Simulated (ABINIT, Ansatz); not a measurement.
# Tellurium (P3_121, 3 atoms a cell): G0W0 with ABINIT, start to end, part 2 of 2

Aim: the G0W0 gap of Tellurium (P3_121, 3 atoms a cell) on PBE, step by step.

ABINIT 10.8.3; PBE and many-body steps on it, plane waves. Known limits of the many-body steps: not at the basis limit; model gap, bands may invert with spin-orbit coupling; screening runs away on this mesh; no spin-orbit coupling; coarse k mesh.

So far. Step 2 (Ground state): The gap is direct, at (0.333, 0.333, 0.500). Step 3 (Bands along the symmetry lines): The gap is 0.189 eV, as in the run before at this level.

The database entry behind the starting cell differs from later determinations by our own check (inner coordinate of an old entry), so it need not match the best structure at ambient conditions.

### 4. Empty states on the mesh, 3×3×2 mesh, 474 bands

Level of this step: DFT, PBE, plane waves, norm-conserving pseudopotentials (ABINIT).

The sums over transitions need many empty states on a uniform mesh; this step solves for them.

run.abi

```
acell 3*1.0 Angstrom
rprim 
  4.454000000025 -0.000000000006 0.000000000000
  -2.227000000008 3.857277148481 0.000000000000
  0.000000000000 0.000000000000 5.924000000000
ntypat 1
znucl 52
natom 3
typat 1 1 1
xred 
  0.269000000000 0.000000000000 0.333333333333
  0.000000000000 0.269000000000 0.666666666667
  0.731000000000 0.731000000000 -0.000000000000
pp_dirpath "pseudos"
pseudos "Te.upf"
ecut 39
ngkpt 3 3 2
nshiftk 1
shiftk 0 0 0
kptopt 1
chksymbreak 0
iscf -2
irdden 1
istwfk *1
nband 474
nbdbuf 42
tolwfr 1e-09
nstep 60
prtvol 0
indata_prefix "in"
outdata_prefix "out"
tmpdata_prefix "tmp"
```

Launch:

```bash
OMP_NUM_THREADS=1 mpirun -n 4 abinit run.abi > log
```

Numbers of over 12 decimals in the logs are rounded to 6 here.

The program printed:

```text
.Version 10.8.3 of ABINIT. v10.8.2 released Aug 2026.

 Symmetries : space group P3_1 2 1 (#152); Bravais hP (primitive hexag.)
[... echo of the input left out ...]
== DATASET  1 ==================================================================
-   mpi_nproc: 4, omp_nthreads: 1 (-1 if OMP is not activated)

--- !DatasetInfo
iteration_state: {dtset: 1, }
dimensions: {natom: 3, nkpt: 6, mband: 474, nsppol: 1, nspinor: 1, nspden: 1, mpw: 8029, }
cutoff_energies: {ecut:  39.0, pawecutdg:  -1.0, }
electrons: {nelect:   7.20000000E+01, charge:   0.00000000E+00, occopt:   1.00000000E+00, tsmear:   1.00000000E-02, }

 Real(R)+Recip(G) space primitive vectors, cartesian coordinates (Bohr,Bohr^-1):
 R(1)=  8.4168402  0.0000000  0.0000000  G(1)=  0.1188094  0.0685947  0.0000000
 R(2)= -4.2084201  7.2891974  0.0000000  G(2)=  0.0000000  0.1371893  0.0000000
 R(3)=  0.0000000  0.0000000 11.1947376  G(3)=  0.0000000  0.0000000  0.0893277
 Unit cell volume ucvol=  6.8681965E+02 bohr^3
 Angles (23,13,12)=  9.00000000E+01  9.00000000E+01  1.20000000E+02 degrees

 getcut: wavevector=  0.0000  0.0000  0.0000  ngfft=  48  48  64
         ecut(hartree)=     39.000   => boxcut(ratio)=   2.02859

--- Pseudopotential description ------------------------------------------------
- Te Generated using ONCVPSP code by D. R. Hamann
- 52.00000  24.00000  220131                  znucl, zion, pspdat
12 -101130 3 -1 1294                          pspcod,pspxc,lmax,lloc,mmax
     nproj     2     2     2     2
  pspatm : epsatm=   28.89495404
         --- l  ekb(1:nproj) -->
             0    9.158100   -0.350391
             1    3.254928   -0.666646
             2   -3.247931   -0.911641
[...]
pspatm: atomic psp has been read  and splines computed

--------------------------------------------------------------------------------

================================================================================
 prteigrs : about to open file out_EIG
 Non-SCF case, kpt    1 (  0.00000  0.00000  0.00000), residuals and eigenvalues=
  9.79E-11  1.76E-10  1.41E-10  1.46E-10  1.41E-10  1.48E-10  1.58E-10  1.53E-10
  1.47E-10  1.16E-10  1.21E-10  1.50E-10  1.12E-10  1.24E-10  9.92E-11  1.03E-10
  9.95E-11  1.66E-10  1.20E-10  1.33E-10  1.30E-10  1.31E-10  1.05E-10  1.20E-10
[...]
4.16E-04  9.16E-04
 -5.6304E+00 -5.6304E+00 -5.6304E+00 -3.7958E+00 -3.7958E+00 -3.7957E+00
 -3.7948E+00 -3.7947E+00 -3.7947E+00 -3.7891E+00 -3.7891E+00 -3.7891E+00
 -1.1232E+00 -1.1232E+00 -1.1214E+00 -1.1214E+00 -1.1214E+00 -1.1186E+00
[...]
5.2729E+00  5.2730E+00  5.2913E+00  5.3197E+00  5.3225E+00  5.3279E+00
  5.3295E+00  5.3317E+00  5.3346E+00  5.3399E+00  5.3522E+00  5.3555E+00
 prteigrs : prtvol=0 or 1, do not print more k-points.

--- !ResultsGS
iteration_state: {dtset: 1, }
comment   : Summary of ground state results
lattice_vectors:
- [  8.4168402,  -0.0000000,   0.0000000, ]
- [ -4.2084201,   7.2891974,   0.0000000, ]
- [  0.0000000,   0.0000000,  11.1947376, ]
lattice_lengths: [   8.41684,    8.41684,   11.19474, ]
lattice_angles: [ 90.000,  90.000, 120.000, ] # degrees, (23, 13, 12)
lattice_volume:   6.8681965E+02
convergence: {deltae:  0.000E+00, res2:  0.000E+00, residm:  9.937E-10, diffor:  0.000E+00, }
etotal    :  -8.41456785E+02
entropy   :   0.00000000E+00
fermie    :   2.51304514E-01
cartesian_stress_tensor: null
pressure_GPa: null
xred      :
- [  2.6900E-01,   1.8504E-17,   3.3333E-01, Te]
- [ -4.5416E-18,   2.6900E-01,   6.6667E-01, Te]
- [  7.3100E-01,   7.3100E-01,   9.2519E-18, Te]
cartesian_forces: null
force_length_stats: {min: null, max: null, mean: null, }

 Integrated electronic density in atomic spheres:
 ------------------------------------------------
 Atom  Sphere_radius  Integrated_density
[...]
================================================================================

 ----iterations are completed or convergence reached----

 Mean square residual over all n,k,spin=   33.698E-11; max=  99.369E-11
 reduced coordinates (array xred) for    3 atoms
[...]
-0.000000000000      0.269000000000      0.666666666667
       0.731000000000      0.731000000000      0.000000000000

 cartesian coordinates (angstrom) at end:
    1      1.198126    -1.61e-12     1.974667
    2     -0.599063     1.037608     3.949333
    3      1.627937     2.819670     0.000000
 length scales=  1.889726125908  1.889726125908  1.889726125908 bohr
              =  1.000000000000  1.000000000000  1.000000000000 angstroms
 prteigrs : about to open file out_EIG
 Eigenvalues (hartree) for nkpt=   6  k points:
 kpt#   1, nband=474, wtk=  0.05556, kpt=  0.0000  0.0000  0.0000 (reduced coord)
[...]
5.23013    5.23236    5.23236    5.23817    5.23818    5.25850    5.27290    5.27297
   5.29133    5.31969    5.32252    5.32792    5.32950    5.33166    5.33460    5.33987
   5.35224    5.35546
 prteigrs : prtvol=0 or 1, do not print more k-points.

== END DATASET(S) ==============================================================
================================================================================

 -outvars: echo values of variables after computation  --------
            nband         474
             nkpt           6
          spgroup         152
 [... the other variables as echoed above ...]

 Calculation completed.
```

Wall time 12 min (4 MPI ranks of Intel Xeon Platinum 8488C (Sapphire Rapids), shared host); peak memory 0.74 GiB; 46 min of CPU time.

This step gave:

```yaml
gap: 0.1888 eV
k_of_the_valence_top: 0.3333, 0.3333, 0.5
k_of_the_conduction_bottom: 0.3333, 0.3333, 0.5
least_direct_gap: 0.1888 eV
k_points_computed: 6
lowest_point_of_the_top_converged_band_above_the_valence_top: 130.3224 eV
```

On this mesh the gap is 0.189 eV.

### 5. Screening, 3×3×2 mesh, 432 bands, screening to 272.1 eV

The RPA dielectric matrix is built and inverted for each q.

This step: RPA screening on PBE, plane waves, norm-conserving pseudopotentials.

Edit run.abi of step 4 so:

```diff
@@ -21,10 +21,11 @@
 chksymbreak 0
-iscf -2
-irdden 1
 istwfk *1
-nband 474
-nbdbuf 42
-tolwfr 1e-09
-nstep 60
-prtvol 0
+occopt 1
+irdwfk 1
+optdriver 3
+nband 432
+ecuteps 10
+inclvkb 2
+awtr 1
+symchi 1
 indata_prefix "in"
```

The program printed:

```text
.Version 10.8.3 of ABINIT. v10.8.2 released Aug 2026.

 Symmetries : space group P3_1 2 1 (#152); Bravais hP (primitive hexag.)
[... echo of the input left out ...]
== DATASET  1 ==================================================================
-   mpi_nproc: 4, omp_nthreads: 1 (-1 if OMP is not activated)

--- !DatasetInfo
iteration_state: {dtset: 1, }
dimensions: {natom: 3, nkpt: 6, mband: 432, nsppol: 1, nspinor: 1, nspden: 1, mpw: 8029, }
cutoff_energies: {ecut:  39.0, pawecutdg:  -1.0, }
electrons: {nelect:   7.20000000E+01, charge:   0.00000000E+00, occopt:   1.00000000E+00, tsmear:   1.00000000E-02, }

 SCREENING: Calculation of the susceptibility and dielectric matrices

 Based on a program developped by R.W. Godby, V. Olevano, G. Onida, and L. Reining.
 Incorporated in ABINIT by V. Olevano, G.-M. Rignanese, and M. Torrent.
.Using double precision arithmetic ; gwpc =  8

[... cell and pseudopotentials left out ...]
--------------------------------------------------------------------------------

 ==== K-mesh for the wavefunctions ====
 Number of points in the irreducible wedge :     6
[... list of points left out ...]
 Together with  6 symmetry operations and time-reversal symmetry
 yields    18 points in the full Brillouin Zone.

 ==== Q-mesh for the screening function ====
 Number of points in the irreducible wedge :     6
[... list of points left out ...]
 Together with  6 symmetry operations and time-reversal symmetry
 yields    18 points in the full Brillouin Zone.

 setmesh: FFT mesh size selected  =    32x   32x   48
          total number of points  =        49152

 vcoul_init : cutoff-mode = AUXILIARY_FUNCTION
 q-points for optical limit:   1
     1)      0.000010    0.000020    0.000030

- screening: taking advantage of time-reversal symmetry
- Maximum band index for partially occupied states nbvw = 36
- Remaining bands to be divided among processors   nbcw = 396
- Number of bands treated by each node ~99

 Number of electrons calculated from density =   72.0000; Expected =   72.0000
 average of density, n =  0.104831
 r_s =    1.3157
 omega_plasma =   31.2321 [eV]

 calculating chi0 at frequencies [eV] :
  1    0.000000E+00    0.000000E+00
  2    0.000000E+00    3.123205E+01

--------------------------------------------------------------------------------
  q-point number  1        q = ( 0.000000, 0.000000, 0.000000) [r.l.u.]
--------------------------------------------------------------------------------
[... chi0 elements left out ...]
 For q-point:  0.000010 0.000020 0.000030
  dielectric constant =   1.33111E+03
  dielectric constant without local fields =   1.64459E+03

  Average fulfillment of the sum rule on Im[epsilon] for q-point    1 :     75.42  [%]
[... wings left out ...]
  q-point number  2        q = ( 0.333333, 0.000000, 0.000000) [r.l.u.]
--------------------------------------------------------------------------------
[... chi0 elements left out ...]
  Average fulfillment of the sum rule on Im[epsilon] for q-point    2 :     78.26  [%]

 [... 4 further q-points ...]
```

Run time: 12 min. Hardware: 4 MPI ranks; peak memory 3.4 GiB.

This step gave:

- ε∞ with local fields, on this mesh, along the program's q direction: 1331
- the same without local fields: 1645
- plasma frequency: 31.23 eV
- plane waves in the screening matrix: 1005

Local fields lower ε∞ by 19 %. The value itself is an artefact of the mesh, where one narrow direct gap carries too much weight.

### 6. Self-energy, 3×3×2 mesh, 432 bands, screening to 272.1 eV

The self-energy is evaluated for the states that the input lists, and the levels follow from it, in one-shot runs by the linearised quasiparticle equation.

This step: G0W0 on PBE, plane waves, norm-conserving pseudopotentials.

Edit run.abi of step 5 so:

```diff
@@ -24,8 +24,17 @@
 irdwfk 1
-optdriver 3
+optdriver 4
 nband 432
+gwcalctyp 0
+ecutsigx 39
+symsigma 1
+nkptgw 2
+kptgw 
+  0.3333333333 0.3333333333 0.5000000000
+  0.0000000000 0.0000000000 0.0000000000
+bdgw 
+  35 39
+  34 38
 ecuteps 10
-inclvkb 2
-awtr 1
-symchi 1
+irdscr 1
+ppmodel 1
 indata_prefix "in"
```

The program printed:

```text
.Version 10.8.3 of ABINIT. v10.8.2 released Aug 2026.

 Symmetries : space group P3_1 2 1 (#152); Bravais hP (primitive hexag.)
[... echo of the input left out ...]
== DATASET  1 ==================================================================
-   mpi_nproc: 4, omp_nthreads: 1 (-1 if OMP is not activated)

--- !DatasetInfo
iteration_state: {dtset: 1, }
dimensions: {natom: 3, nkpt: 6, mband: 432, nsppol: 1, nspinor: 1, nspden: 1, mpw: 8029, }
cutoff_energies: {ecut:  39.0, pawecutdg:  -1.0, }
electrons: {nelect:   7.20000000E+01, charge:   0.00000000E+00, occopt:   1.00000000E+00, tsmear:   1.00000000E-02, }

 SIGMA: Calculation of the GW corrections

 Based on a program developped by R.W. Godby, V. Olevano, G. Onida, and L. Reining.
 Incorporated in ABINIT by V. Olevano, G.-M. Rignanese, and M. Torrent.
.Using double precision arithmetic ; gwpc =  8

[... cell and pseudopotentials left out ...]
--------------------------------------------------------------------------------

 ==== K-mesh for the wavefunctions ====
 Number of points in the irreducible wedge :     6
[... list of points left out ...]
 Together with  6 symmetry operations and time-reversal symmetry
 yields    18 points in the full Brillouin Zone.

 ==== Q-mesh for screening function ====
 Number of points in the irreducible wedge :     6
[... list of points left out ...]
 Together with  6 symmetry operations and time-reversal symmetry
 yields    18 points in the full Brillouin Zone.

 vcoul_init : cutoff-mode = AUXILIARY_FUNCTION
 q-points for optical limit:   1
     1)      0.000010    0.000020    0.000030
 setmesh: FFT mesh size selected  =    45x   45x   72
          total number of points  =       145800

 Number of electrons calculated from density =   72.0000; Expected =   72.0000
 average of density, n =  0.104831
 r_s =    1.3157
 omega_plasma =   31.2321 [eV]

 === KS Band Gaps ===
  >>>> For spin  1
   Minimum direct gap =   0.1887 [eV], located at k-point      :   0.3333  0.3333  0.5000
   Fundamental gap    =   0.1887 [eV], Top of valence bands at :   0.3333  0.3333  0.5000
                                       Bottom of conduction at :   0.3333  0.3333  0.5000
 SIGMA fundamental parameters:
 PLASMON POLE MODEL  1
 number of plane-waves for SigmaX                 8029
 number of plane-waves for SigmaC and W           1005
 number of plane-waves for wavefunctions          8029
 number of bands                                   432
 number of independent spin polarizations            1
 number of spinorial components                      1
 number of k-points in IBZ                           6
 number of q-points in IBZ                           6
 number of symmetry operations                       6
 number of k-points in BZ                           18
 number of q-points in BZ                           18
 number of frequencies for dSigma/dE                 9
 frequency step for dSigma/dE [eV]                0.25
 number of omega for Sigma on real axis              0
 max omega for Sigma on real axis  [eV]           0.00
 zcut for avoiding poles [eV]                     0.10

 EPSILON^-1 parameters (SCR file):
 dimension of the eps^-1 matrix on file           1005
 dimension of the eps^-1 matrix used              1005
 number of plane-waves for wavefunctions          8029
 number of bands                                   432
 number of q-points in IBZ                           6
 number of frequencies                               2
 number of real frequencies                          1
 number of imag frequencies                          1

 matrix elements of self-energy operator (all in [eV])

 Perturbative Calculation

--- !SelfEnergy_ee
iteration_state: {dtset: 1, }
kpoint     : [   0.333,    0.333,    0.500, ]
spin       : 1
KS_gap     :    0.189
QP_gap     :    0.455
Delta_QP_KS:    0.267
data: !SigmaeeData |
     Band     E0 <VxcDFT>   SigX SigC(E0)      Z dSigC/dE  Sig(E)    E-E0       E
       35   6.838 -13.348 -14.415   0.565   0.789  -0.267 -13.744  -0.396   6.442
       36   6.838 -13.348 -14.415   0.565   0.789  -0.267 -13.744  -0.396   6.442
       37   7.027 -12.763  -9.319  -3.607   0.792  -0.263 -12.892  -0.129   6.898
       38   8.172 -12.773  -9.110  -3.826   0.790  -0.265 -12.901  -0.129   8.044
       39   8.172 -12.773  -9.110  -3.826   0.790  -0.265 -12.901  -0.129   8.044

--- !SelfEnergy_ee
iteration_state: {dtset: 1, }
kpoint     : [   0.000,    0.000,    0.000, ]
spin       : 1
KS_gap     :    1.864
QP_gap     :    2.217
Delta_QP_KS:    0.353
data: !SigmaeeData |
     Band     E0 <VxcDFT>   SigX SigC(E0)      Z dSigC/dE  Sig(E)    E-E0       E
       34   5.166 -12.255 -14.260   1.387   0.782  -0.278 -12.739  -0.483   4.683
       35   5.166 -12.255 -14.260   1.387   0.782  -0.278 -12.739  -0.483   4.683
       36   5.992 -12.551 -14.380   1.219   0.785  -0.274 -13.030  -0.479   5.513
       37   7.856 -13.090  -9.507  -3.743   0.787  -0.271 -13.216  -0.126   7.730
       38   7.856 -13.090  -9.507  -3.743   0.787  -0.271 -13.216  -0.126   7.730

== END DATASET(S) ==============================================================
================================================================================

 -outvars: echo values of variables after computation  --------
           etotal      0.0000000000E+00
            nband         432
             nkpt           6
          spgroup         152
 [... the other variables as echoed above ...]

 Calculation completed.
```

Run time: 5.1 min. Hardware: 4 MPI ranks; peak memory 4.2 GiB; 20 min of CPU time.

This step gave:

| Item | Value |
| --- | --- |
| G0W0 gap on the points computed | 0.4560 eV |
| starting gap on the mesh | 0.1888 eV |
| k of the valence top | 0.3333, 0.3333, 0.5 |
| k of the conduction bottom | 0.3333, 0.3333, 0.5 |
| Z at the valence top | 0.789 |
| Z at the conduction bottom | 0.792 |
| least direct G0W0 gap on the computed points | 0.4560 eV |

The gap on the mesh goes from 0.19 eV to 0.46 eV, a correction of +0.27 eV.

Limits: finite bands, cutoff and mesh; model gap, bands may invert with spin-orbit coupling; no spin-orbit coupling; coarse k mesh. v1 is the top filled band, c1 the lowest empty one. Levels before and after the correction, in eV, zero at the valence-band top of each column:

```tsv
	conduction bottom	valence top
Kohn-Sham	0.19	0.00
G0W0	0.46	0.00
```

```tsv
	level	energy (eV)
Kohn-Sham	(0.333 0.333 0.5) v2-v1	0.000
Kohn-Sham	(0.333 0.333 0.5) c1	0.189
Kohn-Sham	(0.333 0.333 0.5) c2-c3	1.334
G0W0	(0.333 0.333 0.5) v2-v1	0.000
G0W0	(0.333 0.333 0.5) c1	0.456
G0W0	(0.333 0.333 0.5) c2-c3	1.602
```

### 7. Where the time went

Times are wall times on 4 MPI ranks of Intel Xeon Platinum 8488C (Sapphire Rapids), shared host, good to a factor of about two.

```tsv
step	time	share	memory (GiB)
ground state	43 s	2 %	0.45
bands along the symmetry lines	67 s	4 %	0.53
empty states on the mesh	12 min	38 %	0.74
screening	12 min	39 %	3.4
self-energy	5.1 min	17 %	4.2
```

### 8. Outcome

```
PBE gap              : 0.19 eV, direct
G0W0 gap on the mesh : 0.46 eV
GW settings          : 3×3×2 mesh, 432 bands, screening to 272.1 eV, Godby-Needs plasmon pole
known limits         : not at the basis limit; model gap, bands may invert with spin-orbit coupling; screening runs away on this mesh; no spin-orbit coupling; coarse k mesh
```

**Reading.** G0W0 moves the gap on the mesh from 0.19 eV to 0.46 eV (+0.27 eV), with Z of 0.79 and 0.79 at the edges. Local fields lower the RPA ε∞ on this mesh from 1644.59 to 1331.11; a Γ-centred mesh this coarse tends to raise both, most where the direct gap is narrow, while a short band sum lowers them. Only 2 of the mesh's irreducible points were corrected, so a valley elsewhere could overtake. Bands and cutoff are finite, so the gap is not at the basis limit. The miss can reach some tenths of an eV and take either sign; the mesh is an error of its own. In the G0W0 run levels were corrected at 2 k points alone, so a gap called «on the mesh» is the least over those, and an edge elsewhere would be missed. The 3×3×2 mesh is coarse for this cell, which bears on the long-range parts of exchange and screening. With atoms this heavy and so narrow a gap, spin-orbit coupling can invert the bands. These scalar-relativistic gaps are then model values, not to be set against experiment, and a spin-orbit change taken from DFT can't simply be added. On this mesh the RPA ε∞ passes 90, more than nearly any semiconductor shows; a coarse mesh does this where one point with a narrow direct gap carries much weight. The screening is then too strong, and the G0W0 gap should not be taken as the material's.

[Paths, hosts, dates, memory and timing lines, banners, echoed tables and standing remarks are left out of the program output.]

[Logs are printed without paths, hosts, clocks, repeated set-up lines and the standing remarks that a program may print on its own settings, such as how far it seeks lower states.]

[Runs of the session that timed out or met a known fault of the program may be left out.]

[Hosts, paths, dates, database ids (printed as entryN), source tags and the programs' standing remarks are cut or masked in the printed files.]

[G0W0 gaps are taken among the corrected bands and points alone; a level outside them can change the order at an edge.]

[Where Ansatz stands beside ABINIT at settings called matched, ABINIT's density can come from a denser mesh and the files from another edition; pairs whose starting gaps differed by over 0.03 eV were left out, so agreement reads better than it is.]
